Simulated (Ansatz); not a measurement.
# Tetragonal SnO monolayer in a perpendicular field

Wanted: the out-of-plane response of the tetragonal SnO monolayer. A positive field points along +c.

Main program and level: Ansatz 0.2.0; plane-wave DFT, PBE-D3(BJ), Ansatz PAW.

## Step 1: Starting point

The cell holds 4 atoms: 2 Sn and 2 O. Cell: a = 3.850 Å, b = 3.850 Å, c = 33.814 Å, α = 90.0°, β = 90.0°, γ = 90.0°. Vacuum lies along c.

## Step 2: Relaxing the slab

The starting cell is a guess, so the in-plane lattice and the atoms are relaxed first, with the slab cut off from its images along the normal.

input.yaml reads:

```yaml
crystal:
  lattice:
    - [3.85, 0.0, 0.0]
    - [0.0, 3.85, 0.0]
    - [0.0, 0.0, 33.8142135623]
  atoms:
    - { symbol: Sn, position: [0.5, 0.0, 0.4790884747] }
    - { symbol: O, position: [0.0, 0.0, 0.5] }
    - { symbol: O, position: [0.5, 0.5, 0.5] }
    - { symbol: Sn, position: [0.0, 0.5, 0.5209115253] }
  periodic: [true, true, false]
kpoints:
  mp_grid: { grid: [8, 8, 1] }
hamiltonian:
  xc: pbe
  dispersion: d3bj
scf:
  occupations: { method: fermi_dirac, width: 0.05 }
  convergence: { dr2_threshold: 1.0e-09 }
relax:
  f_tol: 0.004
  max_steps: 90
  cell: {}
output:
  write_potential: true
  write_density: true
  volumetric_format: npy
```

On the command line:

```sh
ansatz run input.yaml --threads 2 --pin off --max-ram 3072MiB --backend cpu --events-out ev --progress --plain --runs-dir out
```

Numbers of over 12 decimals in the logs are rounded to 6 here.

What it wrote:

```text
Warning: relax.cell: scf.convergence.dr2_threshold = 1e-9 eV is looser than the 3.07020944278e-10 eV advised for a relaxation that steers and ends on the stress (1e-10 eV for each atom of the cell: 4, times the square of relax.cell.stress_2d_tol = 0.05 N/m over 11.4 Å (the atoms' height at the walk's start and 5 Å past either face), 4.381e-2 GPa, over a crystal's default 0.05). What an SCF threshold leaves in a stress goes as its square root, and in the free energy as the threshold itself, and one threshold admits the most on a small cell: [figures from the program's tests cut] Set scf.convergence.dr2_threshold to 3.07020944278e-10 eV or tighter. [rest of the remark cut]
Engine: ansatz 0.2.0, x86_64-unknown-linux-gnu
Pseudopotentials: kind: paw
Pseudopotential: Sn, paw, valence charge 14, recommended cutoff 420 eV (normal), Sn.paw.azcp
Pseudopotential: O, paw, valence charge 6, recommended cutoff 420 eV (normal), O.paw.azcp
Functional definition: PBE
  parameter kappa = 0.804
  parameter beta = 0.066725
  exchange = pbe_x(kappa = kappa, mu = beta*pi^2/3)
  correlation = pbe_c(beta = beta)
Crystal: 4 atoms, lattice volume = 501.211 Å³
Basis set: ecut = 420 eV, 9841 PW (Γ), exchange–correlation on 54×54×480 points (8 copies of the dense FFT grid, shifted against one another)
Bands: 24, of which v1, the nominal top of the filled ones, is band 20 counted from 1 (19 counted from 0)
Symmetry: 16 space group operations
Space group: P4/nmm (ITA 129), of the structure as read, at distance tolerance 7.9e-5 Å
k-points: 15 of 64
Non-local potential: Sn, projectors of the file, l = 0: 2, l = 1: 2, l = 2: 2, l = 3: 2
Non-local potential: O, projectors of the file, l = 0: 2, l = 1: 2, l = 2: 1
PAW form: soft (Blöchl's): semilocal exchange-correlation on the pseudo side does not see the compensation charge
PAW one-centre angular grid: Sn, 590 points (default); XC on 64 Gauss nodes
PAW one-centre angular grid: O, 110 points (default); XC on 64 Gauss nodes
Initial density: superposition of atomic densities (neutral atoms: chi_scale 0, normalization atom), corrected by the library's trained network
Initial wavefunctions: pseudopotential atomic-orbital guess
Functional: x = pbe(κ = 0.804, μ = 0.219515), c = pbe(β = 0.066725)
SCF iter   1: F=—  HF=-13179.996861 eV  |F-HF|=—  |Δ(HF+E_count)|=         —  Δρ=3.48e-3  dr2=5.42e-2  ethr=1.77e-3  ⟨swp⟩=11.9  Hψ=2724  notcnv=0
preconditioner: auto → Resta (q_TF=auto, 1.790 Å⁻¹)  ε∞=1.3  [insulator: Δε(μ)=1.015 eV  Ē_g=18.739 eV  σ=0.050 eV  W_gap=1.00  n_scr=46 (ndim 8)  ℏωp=10.5 eV  f_vac=0.821  D(μ)=0.00/eV (n_scr^D=0)  ε∞_Penn≈1.3  vacuum switching on, ρ_ref=2.5e-2 e/Å³]
SCF iter   2: F=—  HF=-13180.006217 eV  |F-HF|=—  |Δ(HF+E_count)|=   9.36e-3  Δρ=1.74e-3  dr2=1.17e-2  ethr=1.35e-4  ⟨swp⟩=4.1  Hψ=984  notcnv=0
SCF iter   3: F=—  HF=-13180.013300 eV  |F-HF|=—  |Δ(HF+E_count)|=   7.08e-3  Δρ=9.98e-4  dr2=4.10e-3  ethr=2.92e-5  ⟨swp⟩=3.6  Hψ=885  notcnv=0
SCF iter   4: F=—  HF=-13180.017276 eV  |F-HF|=—  |Δ(HF+E_count)|=   3.98e-3  Δρ=2.97e-4  dr2=4.30e-4  ethr=1.03e-5  ⟨swp⟩=4.3  Hψ=771  notcnv=0
SCF iter   5: F=—  HF=-13180.017489 eV  |F-HF|=—  |Δ(HF+E_count)|=   2.13e-4  Δρ=5.94e-5  dr2=1.24e-5  ethr=1.08e-6  ⟨swp⟩=3.8  Hψ=971  notcnv=0
SCF iter   6: F=—  HF=-13180.017464 eV  |F-HF|=—  |Δ(HF+E_count)|=   2.50e-5  Δρ=1.51e-5  dr2=5.53e-7  ethr=3.10e-8  ⟨swp⟩=3.3  Hψ=760  notcnv=0
SCF iter   7: F=—  HF=-13180.017309 eV  |F-HF|=—  |Δ(HF+E_count)|=   1.55e-4  Δρ=2.07e-6  dr2=1.84e-8  ethr=1.38e-9  ⟨swp⟩=3.5  Hψ=809  notcnv=0
SCF iter   8: F=-13180.017309 eV  HF=-13180.017309 eV  |F-HF|=4.77e-10  |Δ(HF+E_count)|=   1.89e-7  Δρ=3.44e-7  dr2=6.40e-10  ethr=2.50e-12  ⟨swp⟩=12.3  Hψ=3753  notcnv=0
SCF 1 converged in 8 iterations: F = -13180.017309 eV  dr2 = 6.40e-10
  greatest PAW one-centre occupation: 0.996 electrons in one spin orbital (limit 2), on the Sn atom at site 3 (counted from 0), in its partial waves of l = 2
relax step   1: F+E_penalty+E_count = -13180.01730917 eV  Δ(F+E_penalty+E_count) = +0.000e0 eV  max|allowed force component| = 7.603e0 eV/Å  Δτ_max = 0.0000 Å  P = +22.712 N/m  Ω = 501.211 Å³  fix = [c, alpha, beta]  reactions: c +0.000 N/m  (8 SCF iters, accepted)
Crystal: 4 atoms, lattice volume = 509.118 Å³
Basis set: ecut = 420 eV, 10009 PW (Γ), exchange–correlation on 54×54×480 points (8 copies of the dense FFT grid, shifted against one another)
Initial density: handed on by an earlier stage of this run
Initial wavefunctions: those handed on with the density
iter 1 solved again at ethr=2.86e-4 eV; its pass at ethr=3.10e-3 eV (dr2=1.14e-1 eV) is discarded
SCF iter   1: F=—  HF=-13182.641469 eV  |F-HF|=—  |Δ(HF+E_count)|=         —  Δρ=5.92e-3  dr2=1.14e-1  ethr=2.86e-4  ⟨swp⟩=2.4  Hψ=3104  notcnv=0
preconditioner: auto → Resta (q_TF=auto, 1.786 Å⁻¹)  ε∞=1.3  [insulator: Δε(μ)=1.540 eV  Ē_g=18.244 eV  σ=0.050 eV  W_gap=1.00  n_scr=54 (ndim 8)  ℏωp=10.4 eV  f_vac=0.816  D(μ)=0.00/eV (n_scr^D=0)  ε∞_Penn≈1.3  vacuum switching on, ρ_ref=2.4e-2 e/Å³]
SCF iter   2: F=—  HF=-13182.618239 eV  |F-HF|=—  |Δ(HF+E_count)|=   2.32e-2  Δρ=2.86e-3  dr2=2.13e-2  ethr=2.85e-4  ⟨swp⟩=2.8  Hψ=667  notcnv=0
SCF iter   3: F=—  HF=-13182.617641 eV  |F-HF|=—  |Δ(HF+E_count)|=   5.98e-4  Δρ=5.72e-4  dr2=1.35e-3  ethr=5.33e-5  ⟨swp⟩=2.9  Hψ=803  notcnv=0
SCF iter   4: F=—  HF=-13182.617597 eV  |F-HF|=—  |Δ(HF+E_count)|=   4.39e-5  Δρ=2.39e-4  dr2=1.94e-4  ethr=3.38e-6  ⟨swp⟩=3.1  Hψ=791  notcnv=0
SCF iter   5: F=—  HF=-13182.617586 eV  |F-HF|=—  |Δ(HF+E_count)|=   1.08e-5  Δρ=9.26e-5  dr2=5.81e-5  ethr=4.85e-7  ⟨swp⟩=2.9  Hψ=698  notcnv=0
SCF iter   6: F=—  HF=-13182.617539 eV  |F-HF|=—  |Δ(HF+E_count)|=   4.69e-5  Δρ=2.41e-5  dr2=3.12e-6  ethr=1.45e-7  ⟨swp⟩=3.1  Hψ=686  notcnv=0
SCF iter   7: F=—  HF=-13182.617386 eV  |F-HF|=—  |Δ(HF+E_count)|=   1.54e-4  Δρ=5.64e-6  dr2=1.40e-7  ethr=7.80e-9  ⟨swp⟩=3.6  Hψ=823  notcnv=0
SCF iter   8: F=—  HF=-13182.617386 eV  |F-HF|=—  |Δ(HF+E_count)|=   1.63e-7  Δρ=1.15e-6  dr2=4.67e-9  ethr=3.50e-10  ⟨swp⟩=3.1  Hψ=780  notcnv=0
SCF iter   9: F=-13182.617386 eV  HF=-13182.617386 eV  |F-HF|=9.82e-11  |Δ(HF+E_count)|=   9.45e-9  Δρ=1.50e-7  dr2=1.00e-10  ethr=2.50e-12  ⟨swp⟩=12.4  Hψ=3089  notcnv=0
SCF 2 converged in 9 iterations: F = -13182.617386 eV  dr2 = 1.00e-10
  greatest PAW one-centre occupation: 0.994 electrons in one spin orbital (limit 2), on the Sn atom at site 3 (counted from 0), in its partial waves of l = 2
[...]
SCF iter   4: F=—  HF=-13183.714456 eV  |F-HF|=—  |Δ(HF+E_count)|=   5.09e-3  Δρ=4.87e-4  dr2=7.71e-4  ethr=7.37e-5  ⟨swp⟩=2.0  Hψ=526  notcnv=0
SCF iter   5: F=—  HF=-13183.714822 eV  |F-HF|=—  |Δ(HF+E_count)|=   3.66e-4  Δρ=1.36e-4  dr2=6.08e-5  ethr=1.93e-6  ⟨swp⟩=3.0  Hψ=745  notcnv=0
SCF iter   6: F=—  HF=-13183.714809 eV  |F-HF|=—  |Δ(HF+E_count)|=   1.36e-5  Δρ=3.18e-5  dr2=4.41e-6  ethr=1.52e-7  ⟨swp⟩=3.0  Hψ=806  notcnv=0
SCF iter   7: F=—  HF=-13183.714810 eV  |F-HF|=—  |Δ(HF+E_count)|=   1.57e-6  Δρ=5.77e-6  dr2=2.22e-7  ethr=1.10e-8  ⟨swp⟩=2.6  Hψ=816  notcnv=0
SCF iter   8: F=—  HF=-13183.714659 eV  |F-HF|=—  |Δ(HF+E_count)|=   1.51e-4  Δρ=2.05e-6  dr2=1.52e-8  ethr=5.56e-10  ⟨swp⟩=3.1  Hψ=813  notcnv=0
SCF iter   9: F=—  HF=-13183.714659 eV  |F-HF|=—  |Δ(HF+E_count)|=   9.02e-9  Δρ=6.73e-7  dr2=1.90e-9  ethr=3.79e-11  ⟨swp⟩=3.3  Hψ=829  notcnv=0
SCF iter  10: F=-13183.714659 eV  HF=-13183.714659 eV  |F-HF|=9.82e-11  |Δ(HF+E_count)|=  6.18e-10  Δρ=5.90e-8  dr2=1.09e-11  ethr=2.50e-12  ⟨swp⟩=10.9  Hψ=2727  notcnv=0
SCF 3 converged in 10 iterations: F = -13183.714659 eV  dr2 = 1.09e-11
relax step   3: F+E_penalty+E_count = -13183.71465876 eV  Δ(F+E_penalty+E_count) = -1.097e0 eV  max|allowed force component| = 1.211e0 eV/Å  Δτ_max = 0.1946 Å  P = +0.932 N/m  Ω = 506.373 Å³  energy of the carried Pulay correction = -2.043e-3 eV  fix = [c, alpha, beta]  reactions: c +0.000 N/m  (10 SCF iters, accepted)
[...]
relax step   4: F+E_penalty+E_count = -13183.79912987 eV  Δ(F+E_penalty+E_count) = -8.447e-2 eV  max|allowed force component| = 4.777e-1 eV/Å  Δτ_max = 0.1084 Å  P = -0.845 N/m  Ω = 496.907 Å³  energy of the carried Pulay correction = +1.720e-3 eV  fix = [c, alpha, beta]  reactions: c +0.000 N/m  (9 SCF iters, accepted)
[...]
relax step   5: F+E_penalty+E_count = -13183.81149622 eV  Δ(F+E_penalty+E_count) = -1.237e-2 eV  max|allowed force component| = 1.896e-2 eV/Å  Δτ_max = 0.0270 Å  P = -0.314 N/m  Ω = 497.644 Å³  energy of the carried Pulay correction = +1.424e-3 eV  fix = [c, alpha, beta]  reactions: c +0.000 N/m  (8 SCF iters, accepted)
[...]
relax step   6: F+E_penalty+E_count = -13183.81269776 eV  Δ(F+E_penalty+E_count) = -1.202e-3 eV  max|allowed force component| = 3.083e-3 eV/Å  Δτ_max = 0.0009 Å  P = -0.183 N/m  Ω = 496.225 Å³  energy of the carried Pulay correction = +1.994e-3 eV  fix = [c, alpha, beta]  reactions: c +0.000 N/m  (6 SCF iters, accepted)
[...]
relax step   7: F+E_penalty+E_count = -13183.81399730 eV  Δ(F+E_penalty+E_count) = -1.300e-3 eV  max|allowed force component| = 5.337e-4 eV/Å  Δτ_max = 0.0026 Å  P = +0.003 N/m  Ω = 493.932 Å³  energy of the carried Pulay correction = +2.918e-3 eV  fix = [c, alpha, beta]  reactions: c +0.000 N/m  (7 SCF iters, accepted)
Initial wavefunctions: pseudopotential atomic-orbital guess (no wavefunctions were taken with the density)
iter 1 solved again at ethr=7.71e-7 eV; its pass at ethr=3.10e-3 eV (dr2=3.09e-4 eV) is discarded
SCF iter   1: F=—  HF=-13183.811405 eV  |F-HF|=—  |Δ(HF+E_count)|=         —  Δρ=3.82e-5  dr2=1.12e-6  ethr=7.71e-7  ⟨swp⟩=5.3  Hψ=3579  notcnv=0
preconditioner: auto → Resta (q_TF=auto, 1.795 Å⁻¹)  ε∞=1.4  [insulator: Δε(μ)=3.053 eV  Ē_g=17.576 eV  σ=0.050 eV  W_gap=1.00  n_scr=46 (ndim 8)  ℏωp=10.6 eV  f_vac=0.801  D(μ)=0.00/eV (n_scr^D=0)  ε∞_Penn≈1.4  vacuum switching on, ρ_ref=2.2e-2 e/Å³]
SCF iter   2: F=—  HF=-13183.811217 eV  |F-HF|=—  |Δ(HF+E_count)|=   1.88e-4  Δρ=1.94e-5  dr2=8.67e-7  ethr=2.79e-9  ⟨swp⟩=3.2  Hψ=909  notcnv=0
SCF iter   3: F=—  HF=-13183.811217 eV  |F-HF|=—  |Δ(HF+E_count)|=   3.15e-7  Δρ=1.23e-5  dr2=2.91e-7  ethr=2.17e-9  ⟨swp⟩=2.3  Hψ=530  notcnv=0
SCF iter   4: F=—  HF=-13183.811218 eV  |F-HF|=—  |Δ(HF+E_count)|=   1.28e-7  Δρ=1.32e-6  dr2=2.64e-9  ethr=7.29e-10  ⟨swp⟩=2.5  Hψ=515  notcnv=0
SCF iter   5: F=-13183.811218 eV  HF=-13183.811218 eV  |F-HF|=3.69e-10  |Δ(HF+E_count)|=   4.11e-9  Δρ=5.39e-7  dr2=5.09e-10  ethr=2.50e-12  ⟨swp⟩=16.2  Hψ=3261  notcnv=0
SCF 8 converged in 5 iterations: F = -13183.811218 eV  dr2 = 5.09e-10
relax step   8: F+E_penalty+E_count = -13183.81121757 eV  Δ(F+E_penalty+E_count) = +2.780e-3 eV  max|allowed force component| = 1.275e-3 eV/Å  Δτ_max = 0.0000 Å  P = -0.026 N/m  Ω = 493.932 Å³  fix = [c, alpha, beta]  reactions: c +0.000 N/m  stress off target by 2.60e-2 N/m on what of the cell is left free  SCF on the basis re-selected at this cell (its energy is not comparable with the rows above)  (5 SCF iters)
basis re-selected at this cell: Δ(F+E_penalty+E_count) = +2.780e-3 eV, ΔP = -0.029 N/m vs the last step (what re-selecting the basis moved, of the pressure what is left beyond the Pulay correction that the steps carried, after the strain that the cell walked since its last selection, with what the two solves' SCF thresholds leave and, on support functions, any second-order correction that the steps lacked; it is no m [...]
WARN: The output density's exchange-correlation potential varies sharply where the density is thin. Do not read a vacuum level from v_tot or v_xc, or from such a field of the output density. On a cell that repeats whose density bears no net charge and no dipole along the vacuum's axis use v_es (v_loc + v_h of the components); under efield.dipole_correction with no amplitude use v_es + v_field, which holds any externa [...]
SCF converged after 5 iterations
Free energy (F): -13183.811218 eV
Harris-Foulkes:  -13183.811218 eV  (|F-HF|=3.69e-10)
Internal energy: -13183.811218 eV  (E = F + TS)
E sigma→0 (E₀):  -13183.811218 eV
Fermi energy:    -3.849794 eV
--- Per-component energies (eV) ---
  E_band       = -741.525663
  E_kinetic    = 722.249408
  E_local      = -73946.205331  (includes V_loc(G=0)·N_el)
  E_nonlocal   = 31.716003
  E_hartree    = 36805.000079
  E_xc         = -912.393130
  E_vxc        = -379.574698  (∫ρ·V_xc dr)
  E_paw        = -8587.524083  (= ΣΔE_a)
  E_vpaw       = -779.715084  (= ΣTr[D̂ρ^β])
  E_aug_tail   = 0.004809  (compensation charges beyond the density's cutoff)
  E_ewald      = 32703.888942
  E_disp       = -0.547913  (pairwise vdW)
  E_smearing   = -0.000000  (= −TS)
  E_closure    = 0.000000  (closes the sum)
  Σ components = -13183.811218   (vs F -13183.811218, Δ=0.00e0)
--- Forces (eV/Å), atoms counted from 1 ---
  atom   1  Sn     0.00000000     0.00000000    -0.00127473
  atom   2  O      0.00000000     0.00000000     0.00000000
  atom   3  O      0.00000000     0.00000000    -0.00000000
  atom   4  Sn     0.00000000     0.00000000     0.00127473
  max |Σ_I F_I| component: 2.17e-19 eV/Å
--- 2D stress c σ (N/m, compression-positive) ---
       -0.025981       0.000000       0.000000
        0.000000      -0.025981       0.000000
        0.000000       0.000000       0.000000
  P = ½ c Tr σ = -0.0260 N/m
--- Band table (eV; the first three rows and the last of 15) ---
  k-point 0: bands = [... 16 lower, -7.4579, -7.0531, -7.0531, -5.4481, -2.2813, -2.1953, -0.1854, -0.0740]
  k-point 1: bands = [... 16 lower, -7.6388, -7.1894, -7.0167, -5.4278, -1.9248, -1.8875, -0.4432, -0.0133]
  k-point 2: bands = [... 16 lower, -7.9585, -7.5645, -6.8861, -5.4106, -1.3833, -1.3300 (-1.3300°), -1.0980, -0.0986]
  k-point 14: bands = [... 16 lower, -6.4083, -6.4083, -6.0758, -6.0758, -2.2764, -2.2764, -0.1676, -0.1676]
  ° read free of the cell's end (the report's vacuum.weakly_bound_levels)
--- Relaxed structure (7 steps of the walk, 7 accepted, 1 SCFs on fresh bases) ---
  F+E_penalty+E_count = -13183.81121757 eV   max|allowed force component| = 1.275e-3 eV/Å   (the final SCF, on the basis selected at the relaxed cell)
  cell:  # Å, volume = 493.9319 Å³
    - [3.821940, 0, 0.0]
    - [0, 3.821940, 0.0]
    - [0.0, 0.0, 33.8142135623]
  atoms:
    - { symbol: Sn, position: [0.5, 0, 0.465059] }
    - { symbol: O, position: [0, 0, 0.5] }
    - { symbol: O, position: [0.5, 0.5, 0.5] }
    - { symbol: Sn, position: [0, 0.5, 0.534941] }
```

The job ended after 49 s (2 threads of Intel Xeon Platinum 8375C at 2.90GHz (Ice Lake), shared host; peak memory 0.77 GiB).

The steps of the relaxation:

| step | energy less that of the first step (eV) | largest force component (eV/Å) | volume (Å³) |
| --- | --- | --- | --- |
| 1 | 0.0000 | 7.6028 | 501.21 |
| 2 | -2.6001 | 4.4698 | 509.12 |
| 3 | -3.6973 | 1.2114 | 506.37 |
| 4 | -3.7818 | 0.4777 | 496.91 |
| 5 | -3.7942 | 0.0190 | 497.64 |
| 6 | -3.7954 | 0.0031 | 496.22 |
| 7 | -3.7967 | 0.0005 | 493.93 |
| 8* | -3.7939 | 0.0013 | 493.93 |

Relaxation steps marked * repeat the geometry before them on a plane-wave basis chosen anew for their cell, so energy and pressure can jump there.

Forces are held to the 16 operations that the run works with; a distortion that breaks them can't arise in this run.

| cell as run | before | after | change |
| --- | --- | --- | --- |
| a (Å) | 3.850 | 3.822 | -0.7 % |
| b (Å) | 3.850 | 3.822 | -0.7 % |

The atoms that moved most (Å, along periodic axes as changes of fractional coordinates times the final cell, across vacuum about the mean position):

| atom | dx | dy | dz | length |
| --- | --- | --- | --- | --- |
| Sn1 | 0.000 | 0.000 | -0.474 | 0.474 |
| Sn4 | 0.000 | 0.000 | 0.474 | 0.474 |

The relaxed structure:

```cif
data_structure
_symmetry_space_group_name_H-M 'P 1'
_symmetry_Int_Tables_number 1
_cell_length_a 3.8219
_cell_length_b 3.8219
_cell_length_c 33.8142
_cell_angle_alpha 90.000
_cell_angle_beta 90.000
_cell_angle_gamma 90.000
_cell_volume 493.93
loop_
_atom_site_label
_atom_site_type_symbol
_atom_site_fract_x
_atom_site_fract_y
_atom_site_fract_z
_atom_site_occupancy
Sn1 Sn 0.50000 0.00000 0.46506 1
O2 O 0.00000 0.00000 0.50000 1
O3 O 0.50000 0.50000 0.50000 1
Sn4 Sn 0.00000 0.50000 0.53494 1
```

Numbers from this step:

```yaml
gap_on_the_k_mesh: 3.053 eV
```

The lattice constant a goes from 3.850 to 3.822 Å.

(Part 1 of 2 ends here.)

[Logs are printed without paths, hosts, clocks, repeated set-up lines and the standing remarks that a program may print on its own settings, such as how far it seeks lower states.]

[Hosts, paths, dates, database ids (printed as entryN), source tags and the programs' standing remarks are cut or masked in the printed files.]

[Maps of the electrostatic potential energy from Ansatz leave out the sawtooth potential of an applied field or a dipole correction, so their vacuum need not be flat; planar profiles and work functions include it.]
